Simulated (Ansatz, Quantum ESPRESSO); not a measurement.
# From contact to tunnelling: a Si chain with one bond drawn out, part 2 of 5

Aim: how the conductance falls as the barrier grows, for a Si chain with one bond drawn out.

Quantum ESPRESSO 7.5; plane-wave DFT, PBE, GBRV ultrasoft pseudopotentials; cross-check by Ansatz 0.2.0 with PAW datasets.

So far. Step 2 (Self-consistent run, 0.3 Å): The run needed 18 iterations to bring the estimated error under 1e-07 Ry; the largest force on any atom, held or free, is 0.97 eV/Å.

**3. The open system, 0.3 Å**

Level of this step: transmission by pwcond, lead and junction from one cell; plane-wave DFT, PBE, GBRV ultrasoft pseudopotentials (Quantum ESPRESSO).

prefixt takes both regions from one run: the lead from 0 to bdl, the scattering region from bdl to bds (units of alat). ikind = 1 puts the same lead on both sides. The program's T_tot counts both spins in a run without spin; the tables below give T per spin.

j0.cond.in

```
&inputcond
  outdir = './out'
  prefixt = 'j0.scf'
  tran_file = 'j0.cond.dat'
  bdl = 0.5866666667
  bds = 2.9733333333
  ikind = 1
  ewind = 4.0
  epsproj = 1e-05
  nz1 = 7
  energy0 = 2.0
  denergy = -0.1
/
1
  0.00000000 0.00000000 1.00000000
41
```

Command:

```console
$ OMP_NUM_THREADS=1 mpirun -n 4 pwcond.x -in j0.cond.in > j0.cond.out
```

The program printed:

```text
[banner, memory and clock lines left out]
Program PWCOND v.7.5 starts

          URL

     ./out/j0.scf.save/

     IMPORTANT: XC functional enforced from input :
     Exchange-correlation= PBE
                           (   1   4   3   4   0   0   0)
     Any further DFT definition will be discarded
     Please, verify this is what you really want

     negative rho (up, down):  5.487E-05 0.000E+00
     Reading collected, re-writing distributed wavefunctions

===== INPUT FILE containing all the regions =====

     GEOMETRY:

     lattice parameter (alat)  =      14.1729  a.u.
     the volume                =    8464.9421 (a.u.)^3
     the cross section         =     200.8724 (a.u.)^2
     l of the unit cell        =       2.9733 (alat)
     number of atoms/cell      =           10
     number of atomic types    =            1

     crystal axes: (cart. coord. in units of alat)
               a(1) = (  1.0000  0.0000  0.0000 )
               a(2) = (  0.0000  1.0000  0.0000 )
               a(3) = (  0.0000  0.0000  2.9733 )

   Cartesian axes

     site n.     atom                  positions (alat units)
          1        Si     tau(  1)=(  0.5000  0.5000  2.9733  )
          2        Si     tau(  2)=(  0.5000  0.5000  0.2933  )
          3        Si     tau(  3)=(  0.5000  0.5000  0.5867  )
          4        Si     tau(  4)=(  0.5000  0.5000  0.8800  )
          5        Si     tau(  5)=(  0.5000  0.5000  1.1733  )
          6        Si     tau(  6)=(  0.5000  0.5000  1.5067  )
          7        Si     tau(  7)=(  0.5000  0.5000  1.8000  )
          8        Si     tau(  8)=(  0.5000  0.5000  2.0933  )
          9        Si     tau(  9)=(  0.5000  0.5000  2.3867  )
         10        Si     tau( 10)=(  0.5000  0.5000  2.6800  )

     nr1s                      =           54
     nr2s                      =           54
     nr3s                      =          160
     nr1sx                     =           54
     nr2sx                     =           54
     nr3sx                     =          160
     nr1                       =           60
     nr2                       =           60
     nr3                       =          180
     nr1x                      =           60
     nr2x                      =           60
     nr3x                      =          180

 _______________________________
  Radii of nonlocal spheres:

     type       ibeta     ang. mom.          radius (alat units)
       Si         1         0                    0.1216
       Si         2         0                    0.1216
       Si         3         1                    0.1216
       Si         4         1                    0.1216
       Si         5         2                    0.1216
       Si         6         2                    0.1216
----- General information -----

--- T calc. with identical leads (ikind=1) ---

     nrx                       =           54
     nry                       =           54
     nz1                       =            7

     energy0               =         2.0E+00
     denergy               =        -1.0E-01
     nenergy               =         41
     ecut2d                =         3.4E+01
     ewind                 =         4.0E+00
     epsproj               =         1.0E-05

     number of k_|| points=    1
                       cryst. coord.
        k(    1) = (   0.0000000   0.0000000), wk =   1.0000000
----- Information about left/right lead -----

     nocros                   =           18
     noins                    =           18
     norb                     =           54
     norbf                    =          162
     nrz                      =           32

      iorb      type   ibeta   ang. mom.   m       position (alat)
        1        1       1        0        1   taunew(   1)=(  0.5000  0.5000  0.0000)
        2        1       2        0        1   taunew(   2)=(  0.5000  0.5000  0.0000)
        3        1       3        1        1   taunew(   3)=(  0.5000  0.5000  0.0000)
        4        1       3        1        2   taunew(   4)=(  0.5000  0.5000  0.0000)
        5        1       3        1        3   taunew(   5)=(  0.5000  0.5000  0.0000)
        6        1       4        1        1   taunew(   6)=(  0.5000  0.5000  0.0000)
        7        1       4        1        2   taunew(   7)=(  0.5000  0.5000  0.0000)
        8        1       4        1        3   taunew(   8)=(  0.5000  0.5000  0.0000)
        9        1       5        2        1   taunew(   9)=(  0.5000  0.5000  0.0000)
       10        1       5        2        2   taunew(  10)=(  0.5000  0.5000  0.0000)
       11        1       5        2        3   taunew(  11)=(  0.5000  0.5000  0.0000)
       12        1       5        2        4   taunew(  12)=(  0.5000  0.5000  0.0000)
       13        1       5        2        5   taunew(  13)=(  0.5000  0.5000  0.0000)
       14        1       6        2        1   taunew(  14)=(  0.5000  0.5000  0.0000)
       15        1       6        2        2   taunew(  15)=(  0.5000  0.5000  0.0000)
       16        1       6        2        3   taunew(  16)=(  0.5000  0.5000  0.0000)
       17        1       6        2        4   taunew(  17)=(  0.5000  0.5000  0.0000)
       18        1       6        2        5   taunew(  18)=(  0.5000  0.5000  0.0000)
       19        1       1        0        1   taunew(  19)=(  0.5000  0.5000  0.2933)
       20        1       2        0        1   taunew(  20)=(  0.5000  0.5000  0.2933)
       21        1       3        1        1   taunew(  21)=(  0.5000  0.5000  0.2933)
       22        1       3        1        2   taunew(  22)=(  0.5000  0.5000  0.2933)
       23        1       3        1        3   taunew(  23)=(  0.5000  0.5000  0.2933)
       24        1       4        1        1   taunew(  24)=(  0.5000  0.5000  0.2933)
       25        1       4        1        2   taunew(  25)=(  0.5000  0.5000  0.2933)
       26        1       4        1        3   taunew(  26)=(  0.5000  0.5000  0.2933)
       27        1       5        2        1   taunew(  27)=(  0.5000  0.5000  0.2933)
       28        1       5        2        2   taunew(  28)=(  0.5000  0.5000  0.2933)
       29        1       5        2        3   taunew(  29)=(  0.5000  0.5000  0.2933)
       30        1       5        2        4   taunew(  30)=(  0.5000  0.5000  0.2933)
       31        1       5        2        5   taunew(  31)=(  0.5000  0.5000  0.2933)
       32        1       6        2        1   taunew(  32)=(  0.5000  0.5000  0.2933)
       33        1       6        2        2   taunew(  33)=(  0.5000  0.5000  0.2933)
       34        1       6        2        3   taunew(  34)=(  0.5000  0.5000  0.2933)
[...]
141        1       6        2        2   taunew( 141)=(  0.5000  0.5000  2.0933)
      142        1       6        2        3   taunew( 142)=(  0.5000  0.5000  2.0933)
      143        1       6        2        4   taunew( 143)=(  0.5000  0.5000  2.0933)
      144        1       6        2        5   taunew( 144)=(  0.5000  0.5000  2.0933)
      145        1       1        0        1   taunew( 145)=(  0.5000  0.5000  2.3867)
      146        1       2        0        1   taunew( 146)=(  0.5000  0.5000  2.3867)
      147        1       3        1        1   taunew( 147)=(  0.5000  0.5000  2.3867)
      148        1       3        1        2   taunew( 148)=(  0.5000  0.5000  2.3867)
      149        1       3        1        3   taunew( 149)=(  0.5000  0.5000  2.3867)
      150        1       4        1        1   taunew( 150)=(  0.5000  0.5000  2.3867)
      151        1       4        1        2   taunew( 151)=(  0.5000  0.5000  2.3867)
      152        1       4        1        3   taunew( 152)=(  0.5000  0.5000  2.3867)
      153        1       5        2        1   taunew( 153)=(  0.5000  0.5000  2.3867)
      154        1       5        2        2   taunew( 154)=(  0.5000  0.5000  2.3867)
      155        1       5        2        3   taunew( 155)=(  0.5000  0.5000  2.3867)
      156        1       5        2        4   taunew( 156)=(  0.5000  0.5000  2.3867)
      157        1       5        2        5   taunew( 157)=(  0.5000  0.5000  2.3867)
      158        1       6        2        1   taunew( 158)=(  0.5000  0.5000  2.3867)
      159        1       6        2        2   taunew( 159)=(  0.5000  0.5000  2.3867)
      160        1       6        2        3   taunew( 160)=(  0.5000  0.5000  2.3867)
      161        1       6        2        4   taunew( 161)=(  0.5000  0.5000  2.3867)
      162        1       6        2        5   taunew( 162)=(  0.5000  0.5000  2.3867)
 ngper, shell number =          545          70
 ngper, n2d =          545         118
---  E-Ef =    2.0000000  k =    0.0000000   0.0000000
---  ie =          1  ik =          1
 Nchannels of the left tip =            3
 Right moving states:
   k1(2pi/a)   k2(2pi/a)   E-Ef (eV)
   0.2687594   0.0000015   2.0000000
  -0.3135233   0.0000012   2.0000000
  -0.3135233   0.0000012   2.0000000
 Left moving states:
   k1(2pi/a)   k2(2pi/a)   E-Ef (eV)
  -0.2687595   0.0000015   2.0000000
   0.3135233   0.0000012   2.0000000
   0.3135233   0.0000012   2.0000000

 to transmit
 Band j to band i transmissions and reflections:
    j         i     |T_ij|^2    |R_ij|^2

    1 -->     1     0.89475     0.10525
    1 -->     2     0.00000     0.00000
    1 -->     3     0.00000     0.00000
   Total T_j, R_j =    0.89475  0.10525

    2 -->     1     0.00000     0.00000
    2 -->     2     0.89115     0.04892
    2 -->     3     0.00000     0.05993
   Total T_j, R_j =    0.89115  0.10885

    3 -->     1     0.00000     0.00000
    3 -->     2     0.00000     0.05993
    3 -->     3     0.89115     0.04892
   Total T_j, R_j =    0.89115  0.10885

E-Ef(ev), T(x2 spins) =    2.0000000   5.3541087
---  E-Ef =    1.9000000  k =    0.0000000   0.0000000
---  ie =          2  ik =          1
 Nchannels of the left tip =            3
 Right moving states:
   k1(2pi/a)   k2(2pi/a)   E-Ef (eV)
   0.2620186   0.0000015   1.9000000
  -0.3240427   0.0000012   1.9000000
  -0.3240427   0.0000012   1.9000000
 Left moving states:
   k1(2pi/a)   k2(2pi/a)   E-Ef (eV)
  -0.2620186   0.0000015   1.9000000
   0.3240427   0.0000012   1.9000000
   0.3240427   0.0000012   1.9000000

 to transmit
 Band j to band i transmissions and reflections:
    j         i     |T_ij|^2    |R_ij|^2

    1 -->     1     0.89343     0.10657
    1 -->     2     0.00000     0.00000
    1 -->     3     0.00000     0.00000
   Total T_j, R_j =    0.89343  0.10657

    2 -->     1     0.00000     0.00000
    2 -->     2     0.88964     0.04889
    2 -->     3     0.00000     0.06146
   Total T_j, R_j =    0.88964  0.11036

    3 -->     1     0.00000     0.00000
    3 -->     2     0.00000     0.06146
    3 -->     3     0.88964     0.04889
   Total T_j, R_j =    0.88964  0.11036

E-Ef(ev), T(x2 spins) =    1.9000000   5.3454347
---  E-Ef =    1.8000000  k =    0.0000000   0.0000000
---  ie =          3  ik =          1
 Nchannels of the left tip =            3
 Right moving states:
   k1(2pi/a)   k2(2pi/a)   E-Ef (eV)
   0.2552572   0.0000015   1.8000000
  -0.3347148   0.0000012   1.8000000
  -0.3347148   0.0000012   1.8000000
 Left moving states:
   k1(2pi/a)   k2(2pi/a)   E-Ef (eV)
  -0.2552572   0.0000015   1.8000000
   0.3347148   0.0000012   1.8000000
   0.3347148   0.0000012   1.8000000

 to transmit
 Band j to band i transmissions and reflections:
    j         i     |T_ij|^2    |R_ij|^2

    1 -->     1     0.89200     0.10800
    1 -->     2     0.00000     0.00000
    1 -->     3     0.00000     0.00000
   Total T_j, R_j =    0.89200  0.10800

    2 -->     1     0.00000     0.00000
    2 -->     2     0.88783     0.04895
    2 -->     3     0.00000     0.06322
   Total T_j, R_j =    0.88783  0.11217

    3 -->     1     0.00000     0.00000
    3 -->     2     0.00000     0.06322
    3 -->     3     0.88783     0.04895
   Total T_j, R_j =    0.88783  0.11217

E-Ef(ev), T(x2 spins) =    1.8000000   5.3353070
[... further energies and points left out ...]
---  E-Ef =   -1.8000000  k =    0.0000000   0.0000000
---  ie =         39  ik =          1
 Nchannels of the left tip =            0
 Right moving states:
   k1(2pi/a)   k2(2pi/a)   E-Ef (eV)
 Left moving states:
   k1(2pi/a)   k2(2pi/a)   E-Ef (eV)

 to transmit
          E-Ef(ev), T =   -1.8000000   0.0000000
---  E-Ef =   -1.9000000  k =    0.0000000   0.0000000
---  ie =         40  ik =          1
 Nchannels of the left tip =            0
 Right moving states:
   k1(2pi/a)   k2(2pi/a)   E-Ef (eV)
 Left moving states:
   k1(2pi/a)   k2(2pi/a)   E-Ef (eV)

 to transmit
          E-Ef(ev), T =   -1.9000000   0.0000000
---  E-Ef =   -2.0000000  k =    0.0000000   0.0000000
---  ie =         41  ik =          1
 Nchannels of the left tip =            0
 Right moving states:
   k1(2pi/a)   k2(2pi/a)   E-Ef (eV)
 Left moving states:
   k1(2pi/a)   k2(2pi/a)   E-Ef (eV)

 to transmit
          E-Ef(ev), T =   -2.0000000   0.0000000
   T_tot     2.00000      0.53541E+01
   T_tot     1.90000      0.53454E+01
   T_tot     1.80000      0.53353E+01
   T_tot     1.70000      0.53236E+01
   T_tot     1.60000      0.53106E+01
   T_tot     1.50000      0.52965E+01
   T_tot     1.40000      0.52821E+01
   T_tot     1.30000      0.52683E+01
   T_tot     1.20000      0.52564E+01
   T_tot     1.10000      0.52477E+01
   T_tot     1.00000      0.52435E+01
   T_tot     0.90000      0.52450E+01
   T_tot     0.80000      0.52532E+01
   T_tot     0.70000      0.52679E+01
   T_tot     0.60000      0.52878E+01
   T_tot     0.50000      0.52972E+01
   T_tot     0.40000      0.53613E+01
   T_tot     0.30000      0.53878E+01
   T_tot     0.20000      0.54097E+01
   T_tot     0.10000      0.54197E+01
   T_tot    -0.00000      0.54105E+01
   T_tot    -0.10000      0.53747E+01
   T_tot    -0.20000      0.53064E+01
   T_tot    -0.30000      0.52011E+01
   T_tot    -0.40000      0.50565E+01
   T_tot    -0.50000      0.48710E+01
   T_tot    -0.60000      0.46392E+01
   T_tot    -0.70000      0.43399E+01
   T_tot    -0.80000      0.39004E+01
   T_tot    -0.90000      0.30510E+01
   T_tot    -1.00000      0.20993E+01
   T_tot    -1.10000      0.14855E+01
   T_tot    -1.20000      0.81437E+00
   T_tot    -1.30000      0.20324E+00
   T_tot    -1.40000      0.00000E+00
   T_tot    -1.50000      0.00000E+00
   T_tot    -1.60000      0.00000E+00
   T_tot    -1.70000      0.00000E+00
   T_tot    -1.80000      0.00000E+00
   T_tot    -1.90000      0.00000E+00
   T_tot    -2.00000      0.00000E+00

Note: The following floating-point exceptions are signalling: IEEE_UNDERFLOW_FLAG
Note: The following floating-point exceptions are signalling: IEEE_UNDERFLOW_FLAG
Note: The following floating-point exceptions are signalling: IEEE_UNDERFLOW_FLAG
Note: The following floating-point exceptions are signalling: IEEE_UNDERFLOW_FLAG
```

Run time: 74 s. Hardware: 4 MPI ranks of Arm Neoverse V2, shared host; peak memory 0.34 GiB.

Read from the output:

| Item | Value |
| --- | --- |
| lead channels at the Fermi level, one spin | 3 |
| transmission at the Fermi level, one spin | 2.705 |
| conductance | 2.705 G₀ |

Per spin. Table of open channels by energy, zero at the Fermi level:

```csv
energy (eV),open channels
-2.00,0
-1.90,0
-1.80,0
-1.70,0
-1.60,0
-1.50,0
-1.40,0
-1.20,2
-1.10,2
-1.00,2
-0.90,3
-0.80,3
-0.70,3
-0.60,3
-0.50,3
-0.40,3
-0.30,3
-0.20,3
-0.10,3
0.00,3
0.10,3
0.20,3
0.30,3
0.40,3
0.50,3
0.60,3
0.70,3
0.80,3
0.90,3
1.00,3
1.10,3
1.20,3
1.40,3
1.50,3
1.60,3
1.70,3
1.80,3
1.90,3
2.00,3
```

Per spin. Transmission against energy, zero at the Fermi level:

```
energy (eV)  transmission
      -2.00             0
      -1.90             0
      -1.80             0
      -1.70             0
      -1.60             0
      -1.50             0
      -1.40             0
      -1.20         0.407
      -1.10         0.743
      -1.00          1.05
      -0.90          1.53
      -0.80          1.95
      -0.70          2.17
      -0.60          2.32
      -0.50          2.44
      -0.40          2.53
      -0.30          2.60
      -0.20          2.65
      -0.10          2.69
       0.00          2.71
       0.10          2.71
       0.20          2.70
       0.30          2.69
       0.40          2.68
       0.50          2.65
       0.60          2.64
       0.70          2.63
       0.80          2.63
       0.90          2.62
       1.00          2.62
       1.10          2.62
       1.20          2.63
       1.40          2.64
       1.50          2.65
       1.60          2.66
       1.70          2.66
       1.80          2.67
       1.90          2.67
       2.00          2.68
```

(Continued in part 3 of 5.)

[Logs are printed without paths, hosts, clocks, repeated set-up lines and the standing remarks that a program may print on its own settings, such as how far it seeks lower states.]

[Hosts, paths, dates, database ids (printed as entryN), source tags and the programs' standing remarks are cut or masked in the printed files.]

[Maps of the electrostatic potential energy from Ansatz leave out the sawtooth potential of an applied field or a dipole correction, so their vacuum need not be flat; planar profiles and work functions include it.]
